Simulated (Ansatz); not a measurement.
# RbNaLa2S4: complex band structure

Aim: relax a made-up compound, RbNaLa2S4, and see how good a tunnel barrier it would be. It is built by putting Rb for part of the Na in the NaLaS2 structure of space group I4_1/amd, with the volume rescaled by atomic radii. The parent structure comes from the Materials Project.

Method: PBE DFT, plane waves, PAW files, in the first sound run; inputs show where later runs differ, in Ansatz 0.2.0.

The structure was built from a prototype and need not be the compound's stable phase.

### 1. The structure

The structure is tetragonal, space group I-4m2 (No. 119). The conventional cell has a = 5.969 Å, b = 5.969 Å, c = 12.528 Å, α = 90.00°, β = 90.00°, γ = 90.00°. Na has 6 S at 2.99 to 3.30 Å nearest. Nearest to Rb lie 6 S at 2.99 to 3.30 Å. La has 6 S at 2.97 to 2.99 Å nearest. Nearest to La lie 6 S at 2.97 to 2.99 Å. Nearest to S lie 3 La at 2.97 to 2.99 Å and 2 Na at 2.99 Å and 1 Rb at 3.30 Å. Nearest to S lie 3 La at 2.97 to 2.99 Å and 2 Rb at 2.99 Å and 1 Na at 3.30 Å. It derives from NaLaS2. Rb for part of the Na in the NaLaS2 structure of space group I4_1/amd. Farther neighbours and most contacts between anions are not listed.

Coordinates:

```cif
data_structure
_symmetry_space_group_name_H-M 'I-4m2'
_symmetry_Int_Tables_number 119
_cell_length_a 5.9686
_cell_length_b 5.9686
_cell_length_c 12.5277
_cell_angle_alpha 90.000
_cell_angle_beta 90.000
_cell_angle_gamma 90.000
_cell_volume 446.29
loop_
_atom_site_label
_atom_site_type_symbol
_atom_site_symmetry_multiplicity
_atom_site_Wyckoff_symbol
_atom_site_fract_x
_atom_site_fract_y
_atom_site_fract_z
_atom_site_occupancy
Na1 Na 2 a 0.00000 0.00000 0.00000 1
Rb1 Rb 2 c 0.00000 0.50000 0.25000 1
La1 La 2 d 0.50000 0.00000 0.25000 1
La2 La 2 b 0.50000 0.50000 0.00000 1
S1 S 4 f 0.50000 0.00000 0.48692 1
S2 S 4 e 0.50000 0.50000 0.23692 1
```

### 2. Cell and atoms at rest

The substituted atoms don't fit the parent's cell, so cell and atoms relax together. A small smearing keeps the run stable in case the gap closes on the way.

input.yaml

```yaml
crystal:
  lattice:
    - [-2.9843100266, 2.9843100266, 6.2638502864]
    - [2.9843100266, -2.9843100266, 6.2638502864]
    - [2.9843100266, 2.9843100266, -6.2638502864]
  atoms:
    - { symbol: Na, position: [0.0, 0.0, 0.0] }
    - { symbol: Rb, position: [0.75, 0.25, 0.5] }
    - { symbol: La, position: [0.25, 0.75, 0.5] }
    - { symbol: La, position: [0.5, 0.5, 0.0] }
    - { symbol: S, position: [0.48692124, 0.98692124, 0.5] }
    - { symbol: S, position: [0.01307876, 0.51307876, 0.5] }
    - { symbol: S, position: [0.73692124, 0.73692124, 0.0] }
    - { symbol: S, position: [0.26307876, 0.26307876, 0.0] }
kpoints:
  mp_grid: { grid: [6, 6, 6] }
scf:
  occupations: { method: gaussian, width: 0.03 }
hamiltonian:
  xc: pbe
output:
  forces: true
  stress: true
relax:
  f_tol: 0.02
  max_steps: 60
  cell: {}
```

The run is started by

```bash
$ ansatz run input.yaml --threads 2 --pin off --max-ram 4096MiB --backend cpu --events-out ev --progress --plain --runs-dir out
```

Numbers of over 12 decimals in the logs are rounded to 6 here.

What it wrote:

```text
Engine: ansatz 0.2.0, x86_64-unknown-linux-gnu
Pseudopotentials: kind: paw
Pseudopotential: Na, paw, valence charge 9, recommended cutoff 420 eV (normal), Na.paw.azcp
Pseudopotential: Rb, paw, valence charge 9, recommended cutoff 420 eV (normal), Rb.paw.azcp
Pseudopotential: La, paw, valence charge 11, recommended cutoff 420 eV (normal), La.paw.azcp
Pseudopotential: S, paw, valence charge 6, recommended cutoff 420 eV (normal), S.paw.azcp
Functional definition: PBE
  parameter kappa = 0.804
  parameter beta = 0.066725
  exchange = pbe_x(kappa = kappa, mu = beta*pi^2/3)
  correlation = pbe_c(beta = beta)
Crystal: 8 atoms, lattice volume = 223.146 Å³
Basis set: ecut = 420 eV, 4345 PW (Γ), exchange–correlation on 108×108×108 points (8 copies of the dense FFT grid, shifted against one another)
Bands: 40, of which v1, the nominal top of the filled ones, is band 32 counted from 1 (31 counted from 0)
Symmetry: 8 space group operations
Space group: I-4m2 (ITA 119), of the structure as read, at distance tolerance 6.1e-5 Å
k-points: 30 of 216 (time reversal used)
Non-local potential: Na, projectors of the file, l = 0: 3, l = 1: 2, l = 2: 1
Non-local potential: Rb, projectors of the file, l = 0: 3, l = 1: 2, l = 2: 2
Non-local potential: La, projectors of the file, l = 0: 3, l = 1: 2, l = 2: 2, l = 3: 3
Non-local potential: S, projectors of the file, l = 0: 2, l = 1: 2, l = 2: 2
PAW form: soft (Blöchl's): semilocal exchange-correlation on the pseudo side does not see the compensation charge
PAW one-centre angular grid: Na, 110 points (default); XC on 64 Gauss nodes
PAW one-centre angular grid: Rb, 110 points (default); XC on 64 Gauss nodes
PAW one-centre angular grid: La, 590 points (default); XC on 64 Gauss nodes
PAW one-centre angular grid: S, 110 points (default); XC on 64 Gauss nodes
Initial density: superposition of atomic densities (neutral atoms: chi_scale 0, normalization atom), corrected by the library's trained network
Initial wavefunctions: pseudopotential atomic-orbital guess
Functional: x = pbe(κ = 0.804, μ = 0.219515), c = pbe(β = 0.066725)
SCF iter   1: F=—  HF=-20876.362180 eV  |F-HF|=—  |Δ(HF+E_count)|=         —  Δρ=9.45e-4  dr2=2.04e-3  ethr=1.77e-3  ⟨swp⟩=7.2  Hψ=4832  notcnv=0
preconditioner: auto → Resta (q_TF=auto, 2.216 Å⁻¹)  ε∞=4.1  [insulator: Δε(μ)=2.101 eV  Ē_g=9.932 eV  σ=0.030 eV  W_gap=1.00  n_scr=36 (ndim 8)  ℏωp=17.6 eV  f_vac=0.000  D(μ)=0.00/eV (n_scr^D=0)  ε∞_Penn≈4.1]
SCF iter   2: F=—  HF=-20876.356809 eV  |F-HF|=—  |Δ(HF+E_count)|=   5.37e-3  Δρ=5.26e-4  dr2=6.36e-4  ethr=3.19e-6  ⟨swp⟩=3.1  Hψ=2771  notcnv=0  defer=86
SCF iter   3: F=—  HF=-20876.357101 eV  |F-HF|=—  |Δ(HF+E_count)|=   2.93e-4  Δρ=1.43e-4  dr2=5.38e-5  ethr=9.93e-7  ⟨swp⟩=2.1  Hψ=1697  notcnv=0  defer=86
SCF iter   4: F=—  HF=-20876.357098 eV  |F-HF|=—  |Δ(HF+E_count)|=   3.21e-6  Δρ=5.59e-5  dr2=5.84e-6  ethr=8.41e-8  ⟨swp⟩=2.0  Hψ=1967  notcnv=0  defer=86
SCF iter   5: F=—  HF=-20876.357102 eV  |F-HF|=—  |Δ(HF+E_count)|=   3.43e-6  Δρ=1.43e-5  dr2=6.85e-7  ethr=9.13e-9  ⟨swp⟩=2.6  Hψ=2014  notcnv=0  defer=86
SCF iter   6: F=-20876.357102 eV  HF=-20876.357102 eV  |F-HF|=4.71e-8  |Δ(HF+E_count)|=   2.59e-7  Δρ=4.86e-6  dr2=6.46e-8  ethr=1.56e-10  ⟨swp⟩=5.1  Hψ=4547  notcnv=0
SCF 1 converged in 6 iterations: F = -20876.357102 eV  dr2 = 6.46e-8
  greatest PAW one-centre occupation: 0.999 electrons in one spin orbital (limit 2), on the Na atom at site 0 (counted from 0), in its partial waves of l = 0
relax step   1: F+E_penalty+E_count = -20876.35710199 eV  Δ(F+E_penalty+E_count) = +0.000e0 eV  max|allowed force component| = 5.621e-1 eV/Å  Δτ_max = 0.0000 Å  P = -0.376 GPa  Ω = 223.146 Å³  (6 SCF iters, dr2 threshold 1.00e-7 eV, accepted)
Crystal: 8 atoms, lattice volume = 221.141 Å³
Basis set: ecut = 420 eV, 4281 PW (Γ), exchange–correlation on 108×108×108 points (8 copies of the dense FFT grid, shifted against one another)
Initial density: handed on by an earlier stage of this run
Initial wavefunctions: those handed on with the density
iter 1 solved again at ethr=3.95e-4 eV; its pass at ethr=3.10e-3 eV (dr2=2.53e-1 eV) is discarded
SCF iter   1: F=—  HF=-20876.448495 eV  |F-HF|=—  |Δ(HF+E_count)|=         —  Δρ=6.89e-3  dr2=2.63e-1  ethr=3.95e-4  ⟨swp⟩=1.1  Hψ=7853  notcnv=0
preconditioner: auto → Resta (q_TF=auto, 2.219 Å⁻¹)  ε∞=4.1  [insulator: Δε(μ)=2.265 eV  Ē_g=10.045 eV  σ=0.030 eV  W_gap=1.00  n_scr=36 (ndim 8)  ℏωp=17.7 eV  f_vac=0.000  D(μ)=0.00/eV (n_scr^D=0)  ε∞_Penn≈4.1]
SCF iter   2: F=—  HF=-20876.388161 eV  |F-HF|=—  |Δ(HF+E_count)|=   6.03e-2  Δρ=3.45e-3  dr2=5.03e-2  ethr=3.95e-4  ⟨swp⟩=4.7  Hψ=2284  notcnv=0
SCF iter   3: F=—  HF=-20876.377186 eV  |F-HF|=—  |Δ(HF+E_count)|=   1.10e-2  Δρ=1.14e-3  dr2=4.43e-3  ethr=7.86e-5  ⟨swp⟩=4.4  Hψ=2093  notcnv=0  defer=3
SCF iter   4: F=—  HF=-20876.376952 eV  |F-HF|=—  |Δ(HF+E_count)|=   2.34e-4  Δρ=2.86e-4  dr2=2.35e-4  ethr=6.92e-6  ⟨swp⟩=2.1  Hψ=1636  notcnv=0  defer=3
SCF iter   5: F=—  HF=-20876.377024 eV  |F-HF|=—  |Δ(HF+E_count)|=   7.23e-5  Δρ=6.88e-5  dr2=1.39e-5  ethr=3.67e-7  ⟨swp⟩=2.0  Hψ=1736  notcnv=0  defer=3
SCF iter   6: F=-20876.377038 eV  HF=-20876.377038 eV  |F-HF|=4.84e-7  |Δ(HF+E_count)|=   1.37e-5  Δρ=1.37e-5  dr2=5.58e-7  ethr=1.25e-9  ⟨swp⟩=4.0  Hψ=5456  notcnv=0
SCF 2 converged in 6 iterations: F = -20876.377038 eV  dr2 = 5.58e-7
relax step   2: F+E_penalty+E_count = -20876.37703842 eV  Δ(F+E_penalty+E_count) = -1.994e-2 eV  max|allowed force component| = 7.277e-1 eV/Å  Δτ_max = 0.1907 Å  P = +2.050 GPa  Ω = 221.141 Å³  energy of the carried Pulay correction = +3.256e-5 eV  (6 SCF iters, dr2 threshold 8.00e-7 eV, accepted)
Crystal: 8 atoms, lattice volume = 226.926 Å³
Basis set: ecut = 420 eV, 4413 PW (Γ), exchange–correlation on 108×108×108 points (8 copies of the dense FFT grid, shifted against one another)
iter 1 solved again at ethr=1.22e-4 eV; its pass at ethr=3.10e-3 eV (dr2=7.82e-2 eV) is discarded
SCF iter   1: F=—  HF=-20876.518416 eV  |F-HF|=—  |Δ(HF+E_count)|=         —  Δρ=3.60e-3  dr2=8.24e-2  ethr=1.22e-4  ⟨swp⟩=1.2  Hψ=7683  notcnv=0
preconditioner: auto → Resta (q_TF=auto, 2.209 Å⁻¹)  ε∞=4.0  [insulator: Δε(μ)=2.303 eV  Ē_g=10.143 eV  σ=0.030 eV  W_gap=1.00  n_scr=36 (ndim 8)  ℏωp=17.4 eV  f_vac=0.006  D(μ)=0.00/eV (n_scr^D=0)  ε∞_Penn≈4.0]
SCF iter   2: F=—  HF=-20876.497773 eV  |F-HF|=—  |Δ(HF+E_count)|=   2.06e-2  Δρ=1.75e-3  dr2=1.47e-2  ethr=1.22e-4  ⟨swp⟩=6.5  Hψ=2497  notcnv=0
SCF iter   3: F=—  HF=-20876.494045 eV  |F-HF|=—  |Δ(HF+E_count)|=   3.73e-3  Δρ=5.69e-4  dr2=1.21e-3  ethr=2.30e-5  ⟨swp⟩=4.1  Hψ=2175  notcnv=0  defer=15
SCF iter   4: F=—  HF=-20876.493960 eV  |F-HF|=—  |Δ(HF+E_count)|=   8.47e-5  Δρ=1.48e-4  dr2=6.62e-5  ethr=1.90e-6  ⟨swp⟩=2.3  Hψ=1872  notcnv=0  defer=14
SCF iter   5: F=—  HF=-20876.493958 eV  |F-HF|=—  |Δ(HF+E_count)|=   1.92e-6  Δρ=3.94e-5  dr2=5.30e-6  ethr=1.03e-7  ⟨swp⟩=2.0  Hψ=2110  notcnv=0  defer=14
SCF iter   6: F=-20876.493963 eV  HF=-20876.493963 eV  |F-HF|=8.74e-8  |Δ(HF+E_count)|=   4.78e-6  Δρ=1.18e-5  dr2=5.99e-7  ethr=1.25e-9  ⟨swp⟩=5.0  Hψ=4527  notcnv=0
SCF 3 converged in 6 iterations: F = -20876.493963 eV  dr2 = 5.99e-7
relax step   3: F+E_penalty+E_count = -20876.49396271 eV  Δ(F+E_penalty+E_count) = -1.169e-1 eV  max|allowed force component| = 1.150e-1 eV/Å  Δτ_max = 0.0850 Å  P = -0.299 GPa  Ω = 226.926 Å³  energy of the carried Pulay correction = -6.061e-5 eV  (6 SCF iters, dr2 threshold 8.00e-7 eV, accepted)
[...]
relax step   4: F+E_penalty+E_count = -20876.49910339 eV  Δ(F+E_penalty+E_count) = -5.141e-3 eV  max|allowed force component| = 2.364e-2 eV/Å  Δτ_max = 0.0228 Å  P = -0.041 GPa  Ω = 226.576 Å³  energy of the carried Pulay correction = -5.504e-5 eV  (5 SCF iters, dr2 threshold 8.00e-7 eV, accepted)
[...]
relax step   5: F+E_penalty+E_count = -20876.49984802 eV  Δ(F+E_penalty+E_count) = -7.446e-4 eV  max|allowed force component| = 3.707e-3 eV/Å  Δτ_max = 0.0113 Å  P = +0.016 GPa  Ω = 226.745 Å³  energy of the carried Pulay correction = -5.774e-5 eV  (6 SCF iters, dr2 threshold 3.49e-8 eV, accepted)
[...]
relax step   6: F+E_penalty+E_count = -20876.49993265 eV  Δ(F+E_penalty+E_count) = -8.463e-5 eV  max|allowed force component| = 1.885e-4 eV/Å  Δτ_max = 0.0026 Å  P = +0.003 GPa  Ω = 226.879 Å³  energy of the carried Pulay correction = -5.986e-5 eV  (5 SCF iters, dr2 threshold 1.78e-8 eV, accepted)
Initial wavefunctions: pseudopotential atomic-orbital guess (no wavefunctions were taken with the density)
iter 1 solved again at ethr=1.06e-7 eV; its pass at ethr=3.10e-3 eV (dr2=6.77e-5 eV) is discarded
SCF iter   1: F=—  HF=-20876.499239 eV  |F-HF|=—  |Δ(HF+E_count)|=         —  Δρ=1.08e-4  dr2=6.20e-7  ethr=1.06e-7  ⟨swp⟩=5.1  Hψ=9370  notcnv=0
SCF iter   2: F=—  HF=-20876.499794 eV  |F-HF|=—  |Δ(HF+E_count)|=   5.55e-4  Δρ=5.44e-5  dr2=1.47e-7  ethr=9.69e-10  ⟨swp⟩=2.1  Hψ=2146  notcnv=0
SCF iter   3: F=—  HF=-20876.499992 eV  |F-HF|=—  |Δ(HF+E_count)|=   1.98e-4  Δρ=4.46e-6  dr2=7.17e-9  ethr=2.29e-10  ⟨swp⟩=2.0  Hψ=2160  notcnv=0
SCF iter   4: F=—  HF=-20876.499993 eV  |F-HF|=—  |Δ(HF+E_count)|=   1.23e-6  Δρ=4.68e-7  dr2=3.04e-10  ethr=1.12e-11  ⟨swp⟩=2.0  Hψ=2040  notcnv=0
SCF iter   5: F=—  HF=-20876.499993 eV  |F-HF|=—  |Δ(HF+E_count)|=   7.91e-9  Δρ=1.51e-7  dr2=9.94e-11  ethr=1.00e-12  ⟨swp⟩=5.0  Hψ=4506  notcnv=0
SCF iter   6: F=-20876.499993 eV  HF=-20876.499993 eV  |F-HF|=3.64e-12  |Δ(HF+E_count)|=  4.15e-10  Δρ=4.46e-8  dr2=1.12e-11  ethr=1.00e-12  ⟨swp⟩=4.0  Hψ=3600  notcnv=0
SCF 7 converged in 6 iterations: F = -20876.499993 eV  dr2 = 1.12e-11
relax step   7: F+E_penalty+E_count = -20876.49999322 eV  Δ(F+E_penalty+E_count) = -6.057e-5 eV  max|allowed force component| = 1.923e-4 eV/Å  Δτ_max = 0.0000 Å  P = +0.003 GPa  Ω = 226.879 Å³  stress off target by 6.08e-3 GPa  SCF on the basis re-selected at this cell (its energy is not comparable with the rows above)  (6 SCF iters)
basis re-selected at this cell: Δ(F+E_penalty+E_count) = -6.057e-5 eV, ΔP = -0.000 GPa vs the last step (what re-selecting the basis moved, of the pressure what is left beyond the Pulay correction that the steps carried, after the strain that the cell walked since its last selection, with what the two solves' SCF thresholds leave and, on support functions, any second-order correction that the steps lacked; it is no m [...]
SCF converged after 6 iterations
Free energy (F): -20876.499993 eV
Harris-Foulkes:  -20876.499993 eV  (|F-HF|=3.64e-12)
Internal energy: -20876.499993 eV  (E = F + TS)
E sigma→0 (E₀):  -20876.499993 eV
Fermi energy:    6.319910 eV
--- Per-component energies (eV) ---
  E_band       = -419.476982
  E_kinetic    = 1124.555761
  E_local      = -3111.828408  (includes V_loc(G=0)·N_el)
  E_nonlocal   = 595.326683
  E_hartree    = 1016.709138
  E_xc         = -838.951724
  E_vxc        = -834.589078  (∫ρ·V_xc dr)
  E_paw        = -16117.189043  (= ΣΔE_a)
  E_vpaw       = -226.360231  (= ΣTr[D̂ρ^β])
  E_aug_tail   = -0.000029  (compensation charges beyond the density's cutoff)
  E_ewald      = -3545.122372
  E_smearing   = -0.000000  (= −TS)
  E_closure    = 0.000000  (closes the sum)
  Σ components = -20876.499993   (vs F -20876.499993, Δ=0.00e0)
--- Forces (eV/Å), atoms counted from 1 ---
  atom   1  Na    -0.00000000     0.00000000     0.00000000
  atom   2  Rb     0.00000000    -0.00000000     0.00000000
  atom   3  La    -0.00000000    -0.00000000     0.00000000
  atom   4  La     0.00000000     0.00000000    -0.00000000
  atom   5  S      0.00000000     0.00000000    -0.00019233
  atom   6  S      0.00000000     0.00000000     0.00019233
  atom   7  S     -0.00000000     0.00000000    -0.00006181
  atom   8  S     -0.00000000     0.00000000     0.00006181
  max |Σ_I F_I| component: 3.36e-18 eV/Å
--- Stress (GPa, compression-positive) ---
        0.000814       0.000000      -0.000000
        0.000000       0.000814       0.000000
       -0.000000       0.000000       0.006075
  P = ⅓ Tr σ = 0.0026 GPa (0.026 kbar)
--- Relaxed structure (6 steps of the walk, 6 accepted, 1 SCFs on fresh bases) ---
  F+E_penalty+E_count = -20876.49999322 eV   max|allowed force component| = 1.923e-4 eV/Å   (the final SCF, on the basis selected at the relaxed cell)
  cell:  # Å, volume = 226.8786 Å³
    - [-2.992242, 2.992242, 6.334905]
    - [2.992242, -2.992242, 6.334905]
    - [2.992242, 2.992242, -6.334905]
  atoms:
    - { symbol: Na, position: [9.692971396684346e-19, 9.692971396684332e-19, 0] }
    - { symbol: Rb, position: [0.75, 0.250000, 0.500000] }
    - { symbol: La, position: [0.250000, 0.75, 0.500000] }
    - { symbol: La, position: [0.500000, 0.500000, 0] }
    - { symbol: S, position: [0.476502, 0.976502, 0.500000] }
    - { symbol: S, position: [0.023498, 0.523498, 0.5] }
    - { symbol: S, position: [0.724666, 0.724666, 0] }
    - { symbol: S, position: [0.275334, 0.275334, 0] }
```

The job ended after 29 s (2 threads of AMD EPYC 9R45, shared host; peak memory 0.69 GiB; 57 s of CPU time).

Step by step:

| step | energy less that of the first step (eV) | largest force component (eV/Å) | pressure (GPa) | volume (Å³) |
| --- | --- | --- | --- | --- |
| 1 | 0.0000 | 0.5621 | -0.38 | 223.15 |
| 2 | -0.0199 | 0.7277 | 2.05 | 221.14 |
| 3 | -0.1369 | 0.1150 | -0.30 | 226.93 |
| 4 | -0.1420 | 0.0236 | -0.04 | 226.58 |
| 5 | -0.1427 | 0.0037 | 0.02 | 226.75 |
| 6 | -0.1428 | 0.0002 | 0.00 | 226.88 |
| 7* | -0.1429 | 0.0002 | 0.00 | 226.88 |

Relaxation steps marked * repeat the geometry before them on a plane-wave basis chosen anew for their cell, so energy and pressure can jump there.

The run keeps the 8 symmetry operations that it works with, so distortions that break them were not tested.

| conventional cell, symmetrised | before | after | change |
| --- | --- | --- | --- |
| a (Å) | 5.969 | 5.984 | +0.3 % |
| b (Å) | 5.969 | 5.984 | +0.3 % |
| c (Å) | 12.528 | 12.670 | +1.1 % |
| volume (Å³/atom) | 27.89 | 28.36 | +1.7 % |

The atoms that moved most (Å, as changes of fractional coordinates times the final cell):

| atom | dx | dy | dz | length |
| --- | --- | --- | --- | --- |
| S7 | 0.000 | 0.000 | -0.155 | 0.155 |
| S8 | 0.000 | 0.000 | 0.155 | 0.155 |
| S5 | 0.000 | 0.000 | -0.132 | 0.132 |
| S6 | 0.000 | 0.000 | 0.132 | 0.132 |

Numbers from this step:

```
free energy  : -20876.5000 eV
Fermi energy : 6.320 eV
pressure     : 0.002568 GPa
```

The largest force component on a free atom ends at 1.9e-4 eV/Å.

(Part 1 of 3 ends here.)

[Logs are printed without paths, hosts, clocks, repeated set-up lines and the standing remarks that a program may print on its own settings, such as how far it seeks lower states.]

[Hosts, paths, dates, database ids (printed as entryN), source tags and the programs' standing remarks are cut or masked in the printed files.]
